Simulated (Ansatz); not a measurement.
**MgGaGeH: relaxing a made-up structure**

Starting from a made-up structure for MgGaGeH, the aim is the relaxed cell, its shortest contacts and, where a second run follows, its electronic structure.

Method: DFT, r2SCAN, plane-wave PAW, files of the set soft_1, scalar-relativistic, no spin, cell and ions relaxed at zero pressure; PAW set soft_1, in the first sound run; inputs show where later runs differ, in Ansatz 0.2.0.

## 1. Starting point

It takes space group P3m1 (No. 156, trigonal). The conventional cell has a = 3.861 Å, b = 3.861 Å, c = 4.548 Å, α = 90.00°, β = 90.00°, γ = 120.00°. Nearest to Ge lie 3 Ga at 2.34 Å. Nearest to Ga lie 1 H at 1.66 Å and 3 Ge at 2.34 Å. Mg has 3 H at 2.25 Å nearest. H has 1 Ga at 1.66 Å and 3 Mg at 2.25 Å nearest. Farther neighbours are not listed.

## 2. Relaxing cell and atoms

The guess takes its coordinates from another compound and its volume from a rule, so the cell and any free coordinates are relaxed together.

Contents of input.yaml:

```yaml
crystal:
  lattice:
    - [3.861, 0.0, 0.0]
    - [-1.9305, 3.343724084, 0.0]
    - [0.0, 0.0, 4.548]
  atoms:
    - { symbol: Ge, position: [0.0, 0.0, 0.4177] }
    - { symbol: Ga, position: [0.333333333, 0.666666667, 0.5719] }
    - { symbol: Mg, position: [0.666666667, 0.333333333, 0.0014] }
    - { symbol: H, position: [0.333333333, 0.666666667, 0.9377] }
kpoints:
  mp_grid: { grid: [8, 8, 6] }
scf:
  occupations: { method: fermi_dirac, width: 0.05 }
hamiltonian:
  xc: r2scan
  pseudopotentials: { kind: paw, azcp: { folder: soft_1 } }
relax:
  f_tol: 0.015
  max_steps: 70
  cell: {}
output:
  forces: true
  stress: true
```

Command:

```console
ansatz run input.yaml --threads 4 --pin off --max-ram 8192MiB --backend cpu --events-out ev --progress --plain --runs-dir out
```

Numbers of over 12 decimals in the logs are rounded to 6 here.

What it wrote:

```text
Engine: ansatz 0.2.0, aarch64-unknown-linux-gnu
Pseudopotentials: kind: paw
Pseudopotential: Ge, paw, valence charge 14, recommended cutoff 500 eV (meta_gga), soft_1/Ge.paw.azcp
Pseudopotential: Ga, paw, valence charge 13, recommended cutoff 500 eV (meta_gga), soft_1/Ga.paw.azcp
Pseudopotential: Mg, paw, valence charge 10, recommended cutoff 500 eV (meta_gga), soft_1/Mg.paw.azcp
Pseudopotential: H, paw, valence charge 1, recommended cutoff 500 eV (meta_gga), soft_1/H.paw.azcp
Functional definition: r2SCAN
  parameter k0 = 0.174
  parameter k1 = 0.065
  parameter a1 = 4.9479
  exchange = r2scan_x(k0 = k0, k1 = k1, a1 = a1)
  correlation = r2scan_c
Crystal: 4 atoms, lattice volume = 58.715 Å³
Basis set: ecut = 500 eV, 1475 PW (Γ), exchange–correlation on 120×120×144 points (64 copies of the dense FFT grid, shifted against one another)
Bands: 23, of which v1, the nominal top of the filled ones, is band 19 counted from 1 (18 counted from 0)
Symmetry: 6 space group operations
Space group: P3m1 (ITA 156), of the structure as read, at distance tolerance 3.9e-5 Å
k-points: 50 of 384 (time reversal used)
Non-local potential: Ge, projectors of the file, l = 0: 2, l = 1: 2, l = 2: 3, l = 3: 1
Non-local potential: Ga, projectors of the file, l = 0: 2, l = 1: 2, l = 2: 3, l = 3: 1
Non-local potential: Mg, projectors of the file, l = 0: 3, l = 1: 2, l = 2: 1
Non-local potential: H, projectors of the file, l = 0: 2, l = 1: 1
PAW form: soft (Blöchl's): semilocal exchange-correlation on the pseudo side does not see the compensation charge
PAW frozen core: Ge, regenerated for the run's functional (the file was generated under x = pbe(κ = 0.804, μ = 0.219515), c = pbe(β = 0.066725))
PAW frozen core: Ga, regenerated for the run's functional (the file was generated under x = pbe(κ = 0.804, μ = 0.219515), c = pbe(β = 0.066725))
PAW frozen core: Mg, regenerated for the run's functional (the file was generated under x = pbe(κ = 0.804, μ = 0.219515), c = pbe(β = 0.066725))
PAW one-centre angular grid: Ge, 590 points (default); XC on 160 Gauss nodes
PAW one-centre angular grid: Ga, 590 points (default); XC on 160 Gauss nodes
PAW one-centre angular grid: Mg, 302 points (default); XC on 224 Gauss nodes
PAW one-centre angular grid: H, 302 points (default); XC on 160 Gauss nodes
Initial density: superposition of atomic densities (chi_scale 0.1, normalization cell, long waves kept (reshape's long-wave potential 0.00 eV rms))
Initial wavefunctions: pseudopotential atomic-orbital guess
Functional: x = r2scan, c = r2scan; τ floored in thin density (d = 2e-4 eV/Å³)
iter 1 solved again at ethr=2.83e-3 eV; its pass at ethr=3.10e-3 eV (dr2=1.08e0 eV) is discarded
SCF iter   1: F=—  HF=-10034.962092 eV  |F-HF|=—  |Δ(HF+E_count)|=         —  Δρ=4.89e-2  dr2=1.08e0  dr2_τ=1.50e-2  ethr=2.83e-3  ⟨swp⟩=1.0  Hψ=6812  notcnv=0
preconditioner: auto → Resta (q_TF=auto, 2.537 Å⁻¹)  ε∞=3.1  [insulator: Δε(μ)=0.144 eV  Ē_g=18.459 eV  σ=0.050 eV  W_gap=0.52  n_scr=20 (ndim 8)  ℏωp=26.5 eV  f_vac=0.000  D(μ)=0.59/eV (n_scr^D=0)  ε∞_Penn≈3.1]
SCF iter   2: F=—  HF=-10035.095752 eV  |F-HF|=—  |Δ(HF+E_count)|=   1.34e-1  Δρ=2.86e-2  dr2=3.85e-1  dr2_τ=4.85e-3  ethr=2.83e-3  ⟨swp⟩=2.7  Hψ=2017  notcnv=0
preconditioner: auto → Kerker (q_TF=auto, 2.537 Å⁻¹)  [metal: Δε(μ)=0.070 eV  Ē_g=18.844 eV  σ=0.050 eV  W_gap=0.34  n_scr=20 (ndim 8)  ℏωp=26.5 eV  f_vac=0.000  D(μ)=0.52/eV (n_scr^D=0)]
SCF iter   3: F=—  HF=-10035.197649 eV  |F-HF|=—  |Δ(HF+E_count)|=   1.02e-1  Δρ=5.69e-3  dr2=2.90e-2  dr2_τ=3.42e-4  ethr=1.01e-3  ⟨swp⟩=2.0  Hψ=2116  notcnv=0
SCF iter   4: F=—  HF=-10035.187679 eV  |F-HF|=—  |Δ(HF+E_count)|=   9.97e-3  Δρ=3.94e-3  dr2=1.65e-2  dr2_τ=1.04e-4  ethr=7.64e-5  ⟨swp⟩=2.0  Hψ=2220  notcnv=0
SCF iter   5: F=—  HF=-10035.185684 eV  |F-HF|=—  |Δ(HF+E_count)|=   2.00e-3  Δρ=1.52e-3  dr2=3.19e-3  dr2_τ=1.42e-5  ethr=4.36e-5  ⟨swp⟩=2.0  Hψ=1847  notcnv=0
SCF iter   6: F=—  HF=-10035.185139 eV  |F-HF|=—  |Δ(HF+E_count)|=   5.45e-4  Δρ=5.74e-4  dr2=3.21e-4  dr2_τ=2.51e-6  ethr=8.40e-6  ⟨swp⟩=2.0  Hψ=2095  notcnv=0
SCF iter   7: F=—  HF=-10035.185002 eV  |F-HF|=—  |Δ(HF+E_count)|=   1.37e-4  Δρ=2.75e-4  dr2=5.20e-5  dr2_τ=5.92e-7  ethr=8.44e-7  ⟨swp⟩=2.0  Hψ=1904  notcnv=0
SCF iter   8: F=—  HF=-10035.184999 eV  |F-HF|=—  |Δ(HF+E_count)|=   3.59e-6  Δρ=1.04e-4  dr2=1.01e-5  dr2_τ=5.42e-8  ethr=1.37e-7  ⟨swp⟩=2.0  Hψ=1896  notcnv=0
SCF iter   9: F=—  HF=-10035.185000 eV  |F-HF|=—  |Δ(HF+E_count)|=   1.54e-6  Δρ=4.05e-5  dr2=9.22e-7  dr2_τ=1.06e-8  ethr=2.67e-8  ⟨swp⟩=2.8  Hψ=1968  notcnv=0
SCF iter  10: F=-10035.185001 eV  HF=-10035.185001 eV  |F-HF|=1.73e-8  |Δ(HF+E_count)|=   2.14e-7  Δρ=9.23e-6  dr2=7.13e-8  dr2_τ=5.68e-10  ethr=2.63e-10  ⟨swp⟩=3.0  Hψ=4622  notcnv=0
SCF 1 converged in 10 iterations: F = -10035.185001 eV  dr2 = 7.13e-8
  greatest PAW one-centre occupation: 1.000 electrons in one spin orbital (limit 2), on the Mg atom at site 2 (counted from 0), in its partial waves of l = 0
relax step   1: F+E_penalty+E_count = -10035.18500067 eV  Δ(F+E_penalty+E_count) = +0.000e0 eV  max|allowed force component| = 8.677e-1 eV/Å  Δτ_max = 0.0000 Å  P = +7.673 GPa  Ω = 58.715 Å³  (10 SCF iters, dr2 threshold 1.00e-7 eV, accepted)
Crystal: 4 atoms, lattice volume = 64.286 Å³
Basis set: ecut = 500 eV, 1607 PW (Γ), exchange–correlation on 120×120×144 points (64 copies of the dense FFT grid, shifted against one another)
Initial density: handed on by an earlier stage of this run
Initial wavefunctions: those handed on with the density
iter 1 solved again at ethr=8.58e-5 eV; its pass at ethr=3.10e-3 eV (dr2=3.26e-2 eV) is discarded
SCF iter   1: F=—  HF=-10035.212730 eV  |F-HF|=—  |Δ(HF+E_count)|=         —  Δρ=7.19e-3  dr2=3.22e-2  dr2_τ=6.61e-2  ethr=8.58e-5  ⟨swp⟩=1.8  Hψ=6645  notcnv=0
automatic band count: iteration 1 solves 22 bands in place of 23: the levels show a gap, and the empty bands left out lie too high to hold charge; the band table lists the bands solved (type scf.n_extra_bands for more)
preconditioner: auto → Kerker (q_TF=auto, 2.499 Å⁻¹)  [metal: Δε(μ)=0.114 eV  Ē_g=17.988 eV  σ=0.050 eV  W_gap=0.44  n_scr=20 (ndim 8)  ℏωp=25.4 eV  f_vac=0.000  D(μ)=0.61/eV (n_scr^D=0)]
SCF iter   2: F=—  HF=-10035.343784 eV  |F-HF|=—  |Δ(HF+E_count)|=   1.31e-1  Δρ=4.75e-3  dr2=1.27e-2  dr2_τ=2.44e-4  ethr=8.46e-5  ⟨swp⟩=6.4  Hψ=5020  notcnv=0
automatic band count: iteration 2 solves 23 bands in place of 22: the levels no longer show a gap clear of their residuals, so the SCF keeps every band
[...]
SCF iter   2: F=—  HF=-10035.372121 eV  |F-HF|=—  |Δ(HF+E_count)|=   4.70e-2  Δρ=3.60e-3  dr2=9.05e-3  dr2_τ=8.90e-5  ethr=4.80e-5  ⟨swp⟩=2.0  Hψ=2301  notcnv=0
SCF iter   3: F=—  HF=-10035.371768 eV  |F-HF|=—  |Δ(HF+E_count)|=   3.53e-4  Δρ=8.84e-4  dr2=8.97e-4  dr2_τ=1.21e-5  ethr=2.38e-5  ⟨swp⟩=2.5  Hψ=1889  notcnv=0
SCF iter   4: F=—  HF=-10035.371575 eV  |F-HF|=—  |Δ(HF+E_count)|=   1.92e-4  Δρ=6.05e-4  dr2=2.38e-4  dr2_τ=3.27e-6  ethr=2.36e-6  ⟨swp⟩=2.0  Hψ=1847  notcnv=0
SCF iter   5: F=—  HF=-10035.371587 eV  |F-HF|=—  |Δ(HF+E_count)|=   1.17e-5  Δρ=3.83e-4  dr2=1.16e-4  dr2_τ=1.10e-6  ethr=6.26e-7  ⟨swp⟩=2.2  Hψ=1536  notcnv=0
SCF iter   6: F=—  HF=-10035.371606 eV  |F-HF|=—  |Δ(HF+E_count)|=   1.93e-5  Δρ=1.06e-4  dr2=8.49e-6  dr2_τ=5.81e-8  ethr=3.06e-7  ⟨swp⟩=2.0  Hψ=1646  notcnv=0
SCF iter   7: F=—  HF=-10035.371606 eV  |F-HF|=—  |Δ(HF+E_count)|=   7.16e-7  Δρ=5.28e-5  dr2=2.40e-6  dr2_τ=1.58e-8  ethr=2.23e-8  ⟨swp⟩=2.0  Hψ=1897  notcnv=0
SCF iter   8: F=—  HF=-10035.371607 eV  |F-HF|=—  |Δ(HF+E_count)|=   9.63e-7  Δρ=1.89e-5  dr2=4.29e-7  dr2_τ=1.74e-9  ethr=6.32e-9  ⟨swp⟩=2.0  Hψ=1813  notcnv=0
SCF iter   9: F=-10035.371607 eV  HF=-10035.371607 eV  |F-HF|=6.88e-9  |Δ(HF+E_count)|=   1.72e-7  Δρ=7.66e-6  dr2=4.31e-8  dr2_τ=3.32e-10  ethr=1.05e-9  ⟨swp⟩=5.0  Hψ=4726  notcnv=0
SCF 3 converged in 9 iterations: F = -10035.371607 eV  dr2 = 4.31e-8
relax step   3: F+E_penalty+E_count = -10035.37160681 eV  Δ(F+E_penalty+E_count) = -2.670e-2 eV  max|allowed force component| = 1.684e-1 eV/Å  Δτ_max = 0.0876 Å  P = +0.040 GPa  Ω = 64.673 Å³  energy of the carried Pulay correction = -1.600e-3 eV  (9 SCF iters, dr2 threshold 4.00e-7 eV, accepted)
[...]
relax step   4: F+E_penalty+E_count = -10035.37474305 eV  Δ(F+E_penalty+E_count) = -3.136e-3 eV  max|allowed force component| = 8.339e-2 eV/Å  Δτ_max = 0.0233 Å  P = -0.059 GPa  Ω = 65.080 Å³  energy of the carried Pulay correction = -1.704e-3 eV  (7 SCF iters, dr2 threshold 4.00e-7 eV, accepted)
[...]
relax step   5: F+E_penalty+E_count = -10035.37500331 eV  Δ(F+E_penalty+E_count) = -2.603e-4 eV  max|allowed force component| = 9.136e-2 eV/Å  Δτ_max = 0.0131 Å  P = +0.127 GPa  Ω = 65.051 Å³  energy of the carried Pulay correction = -1.696e-3 eV  (5 SCF iters, dr2 threshold 4.00e-7 eV, accepted)
[...]
relax step   6: F+E_penalty+E_count = -10035.37570089 eV  Δ(F+E_penalty+E_count) = -6.976e-4 eV  max|allowed force component| = 4.693e-3 eV/Å  Δτ_max = 0.0164 Å  P = +0.024 GPa  Ω = 65.306 Å³  energy of the carried Pulay correction = -1.761e-3 eV  (7 SCF iters, dr2 threshold 4.00e-7 eV, accepted)
[...]
relax step   7: F+E_penalty+E_count = -10035.37572185 eV  Δ(F+E_penalty+E_count) = -2.096e-5 eV  max|allowed force component| = 1.641e-3 eV/Å  Δτ_max = 0.0066 Å  P = +0.002 GPa  Ω = 65.418 Å³  energy of the carried Pulay correction = -1.789e-3 eV  (8 SCF iters, dr2 threshold 1.00e-8 eV, accepted)
Initial wavefunctions: pseudopotential atomic-orbital guess (no wavefunctions were taken with the density)
iter 1 solved again at ethr=8.37e-8 eV; its pass at ethr=3.10e-3 eV (dr2=3.18e-5 eV) is discarded
SCF iter   1: F=—  HF=-10035.376861 eV  |F-HF|=—  |Δ(HF+E_count)|=         —  Δρ=3.95e-4  dr2=6.58e-6  dr2_τ=2.90e-6  ethr=8.37e-8  ⟨swp⟩=3.3  Hψ=8429  notcnv=0
preconditioner: auto → Kerker (q_TF=auto, 2.492 Å⁻¹)  [metal: Δε(μ)=0.006 eV  Ē_g=18.491 eV  σ=0.050 eV  W_gap=0.03  n_scr=20 (ndim 8)  ℏωp=25.1 eV  f_vac=0.000  D(μ)=0.90/eV (n_scr^D=2)]
SCF iter   2: F=—  HF=-10035.377638 eV  |F-HF|=—  |Δ(HF+E_count)|=   7.76e-4  Δρ=2.22e-4  dr2=4.73e-6  dr2_τ=7.28e-6  ethr=1.73e-8  ⟨swp⟩=2.0  Hψ=2099  notcnv=0
SCF iter   3: F=—  HF=-10035.377936 eV  |F-HF|=—  |Δ(HF+E_count)|=   2.98e-4  Δρ=3.46e-5  dr2=9.95e-8  dr2_τ=2.01e-7  ethr=1.24e-8  ⟨swp⟩=2.0  Hψ=2049  notcnv=0
SCF iter   4: F=—  HF=-10035.377945 eV  |F-HF|=—  |Δ(HF+E_count)|=   9.05e-6  Δρ=1.37e-5  dr2=5.78e-8  dr2_τ=2.36e-8  ethr=2.62e-10  ⟨swp⟩=2.1  Hψ=2110  notcnv=0
SCF iter   5: F=—  HF=-10035.377946 eV  |F-HF|=—  |Δ(HF+E_count)|=   9.30e-7  Δρ=4.17e-6  dr2=1.10e-8  dr2_τ=1.44e-10  ethr=1.52e-10  ⟨swp⟩=2.0  Hψ=1899  notcnv=0
SCF iter   6: F=—  HF=-10035.377946 eV  |F-HF|=—  |Δ(HF+E_count)|=   5.81e-8  Δρ=3.28e-6  dr2=3.92e-9  dr2_τ=1.54e-9  ethr=2.90e-11  ⟨swp⟩=2.0  Hψ=1896  notcnv=0
SCF iter   7: F=—  HF=-10035.377946 eV  |F-HF|=—  |Δ(HF+E_count)|=   6.55e-8  Δρ=9.29e-7  dr2=9.69e-10  dr2_τ=3.86e-11  ethr=1.03e-11  ⟨swp⟩=2.0  Hψ=2049  notcnv=0
SCF iter   8: F=—  HF=-10035.377946 eV  |F-HF|=—  |Δ(HF+E_count)|=   1.72e-9  Δρ=4.51e-7  dr2=2.07e-10  dr2_τ=2.90e-12  ethr=2.55e-12  ⟨swp⟩=2.0  Hψ=2047  notcnv=0
SCF iter   9: F=-10035.377946 eV  HF=-10035.377946 eV  |F-HF|=4.00e-11  |Δ(HF+E_count)|=  1.02e-10  Δρ=1.53e-7  dr2=1.32e-11  dr2_τ=1.05e-12  ethr=1.00e-12  ⟨swp⟩=3.0  Hψ=4879  notcnv=0
SCF 8 converged in 9 iterations: F = -10035.377946 eV  dr2 = 1.32e-11
relax step   8: F+E_penalty+E_count = -10035.37794559 eV  Δ(F+E_penalty+E_count) = -2.224e-3 eV  max|allowed force component| = 2.396e-3 eV/Å  Δτ_max = 0.0000 Å  P = +0.021 GPa  Ω = 65.418 Å³  stress off target by 2.77e-2 GPa  SCF on the basis re-selected at this cell (its energy is not comparable with the rows above)  (9 SCF iters)
basis re-selected at this cell: Δ(F+E_penalty+E_count) = -2.224e-3 eV, ΔP = +0.018 GPa vs the last step (what re-selecting the basis moved, of the pressure what is left beyond the Pulay correction that the steps carried, after the strain that the cell walked since its last selection, with what the two solves' SCF thresholds leave and, on support functions, any second-order correction that the steps lacked; it is no m [...]
SCF converged after 9 iterations
Free energy (F): -10035.377946 eV
Harris-Foulkes:  -10035.377946 eV  (|F-HF|=4.00e-11)
Internal energy: -10035.371134 eV  (E = F + TS)
E sigma→0 (E₀):  -10035.374540 eV
Entropy (-TS):   -0.006812 eV (-1.703 meV/atom)
Fermi energy:    7.892338 eV
--- Per-component energies (eV) ---
  E_band       = -583.819359
  E_kinetic    = 287.361755
  E_local      = -5456.156046  (includes V_loc(G=0)·N_el)
  E_nonlocal   = 322.854931
  E_hartree    = 2606.095027
  E_xc         = -157.330147
  E_vxc        = -174.692573  (∫ρ·V_xc dr)
  E_paw        = -4337.978229  (= ΣΔE_a)
  E_vpaw       = -784.941114  (= ΣTr[D̂ρ^β])
  E_aug_tail   = -0.000074  (compensation charges beyond the density's cutoff)
  E_vtau       = 9.563608  (kinetic-family band-sum trace: ∫τ·v_τ [+ j·A + Jᵃ·Aᵃ] dr)
  E_ewald      = -3298.453317
  E_core_change = -1.765034  (= ΣΔE_core)
  E_smearing   = -0.006812  (= −TS)
  E_closure    = -0.000000  (closes the sum)
  Σ components = -10035.377946   (vs F -10035.377946, Δ=0.00e0)
--- Forces (eV/Å), atoms counted from 1 ---
  atom   1  Ge     0.00000000    -0.00000000    -0.00069998
  atom   2  Ga     0.00000000    -0.00000000     0.00236126
  atom   3  Mg    -0.00000000     0.00000000     0.00073521
  atom   4  H      0.00000000    -0.00000000    -0.00239533
  max |Σ_I F_I| component: 1.15e-6 eV/Å
--- Stress (GPa, compression-positive) ---
        0.017309      -0.000000       0.000000
       -0.000000       0.017309      -0.000000
        0.000000      -0.000000       0.027728
  P = ⅓ Tr σ = 0.0208 GPa (0.208 kbar)
--- Relaxed structure (7 steps of the walk, 7 accepted, 1 SCFs on fresh bases) ---
  F+E_penalty+E_count = -10035.37794559 eV   max|allowed force component| = 2.396e-3 eV/Å   (the final SCF, on the basis selected at the relaxed cell)
  cell:  # Å, volume = 65.4182 Å³
    - [3.959083, 0, 4.209426107132771e-17]
    - [-1.979541, 3.428666, -2.104713053566385e-17]
    - [4.9584226716584786e-17, 0, 4.819245]
  atoms:
    - { symbol: Ge, position: [-3.159491077134069e-17, -9.251858542851204e-18, 0.392275] }
    - { symbol: Ga, position: [0.333333, 0.666667, 0.572870] }
    - { symbol: Mg, position: [0.666667, 0.333333, 0.045114] }
    - { symbol: H, position: [0.333333, 0.666667, 0.918440] }
```

Run time: 31 s. Hardware: 4 threads of Arm Neoverse V2, shared host; peak memory 0.58 GiB; 2 min of CPU time.

Step by step:

```
step  energy less that of the first step (eV)  largest force component (eV/Å)  pressure (GPa)  volume (Å³)
   1                                   0.0000                          0.8677            7.67        58.72
   2                                  -0.1599                          0.4740            0.92        64.29
   3                                  -0.1866                          0.1684            0.04        64.67
   4                                  -0.1897                          0.0834           -0.06        65.08
   5                                  -0.1900                          0.0914            0.13        65.05
   6                                  -0.1907                          0.0047            0.02        65.31
   7                                  -0.1907                          0.0016            0.00        65.42
  8*                                  -0.1929                          0.0024            0.02        65.42
```

Relaxation steps marked * repeat the geometry before them on a plane-wave basis chosen anew for their cell, so energy and pressure can jump there.

The run keeps the 6 symmetry operations that it works with, so distortions that break them were not tested.

```
conventional cell, symmetrised  before  after   change
                         a (Å)   3.861  3.959   +2.5 %
                         b (Å)   3.861  3.959   +2.5 %
                         c (Å)   4.548  4.819   +6.0 %
              volume (Å³/atom)   14.68  16.35  +11.4 %
```

The atoms that moved most (Å, as changes of fractional coordinates times the final cell):

```
atom     dx     dy      dz  length
 Mg3  0.000  0.000   0.211   0.211
 Ge1  0.000  0.000  -0.123   0.123
  H4  0.000  0.000  -0.093   0.093
```

Final coordinates:

```xyz
4
Lattice="3.9591 0.0000 0.0000 -1.9795 3.4287 0.0000 0.0000 0.0000 4.8192" Properties=species:S:1:pos:R:3 pbc="T T T"
Ge    0.0000    0.0000    1.8905
Ga    0.0000    2.2858    2.7608
Mg    1.9795    1.1429    0.2174
H     0.0000    2.2858    4.4262
```

Numbers from this step:

* free energy: -10035.3779 eV
* energy at zero smearing: -10035.3745 eV
* smearing term TS: 0.006812 eV
* Fermi energy: 7.892 eV
* electrons: 38
* symmetry operations: 6
* pressure: 0.02078 GPa

Shortest distances by pair of elements, guess and relaxed (not always the same contact):

```
 pair  guess (Å)  relaxed (Å)
 Ga–H      1.664        1.665
 H–Mg      2.248        2.366
Ga–Ge      2.337        2.446
Ge–Mg      2.925        2.833
Ga–Mg      2.964        3.226
```

The relaxation ends with a largest force component of 0.0024 eV/Å and a pressure of 0.02 GPa.

[end of part 1 of 2]

[Logs are printed without paths, hosts, clocks, repeated set-up lines and the standing remarks that a program may print on its own settings, such as how far it seeks lower states.]

[Hosts, paths, dates, database ids (printed as entryN), source tags and the programs' standing remarks are cut or masked in the printed files.]
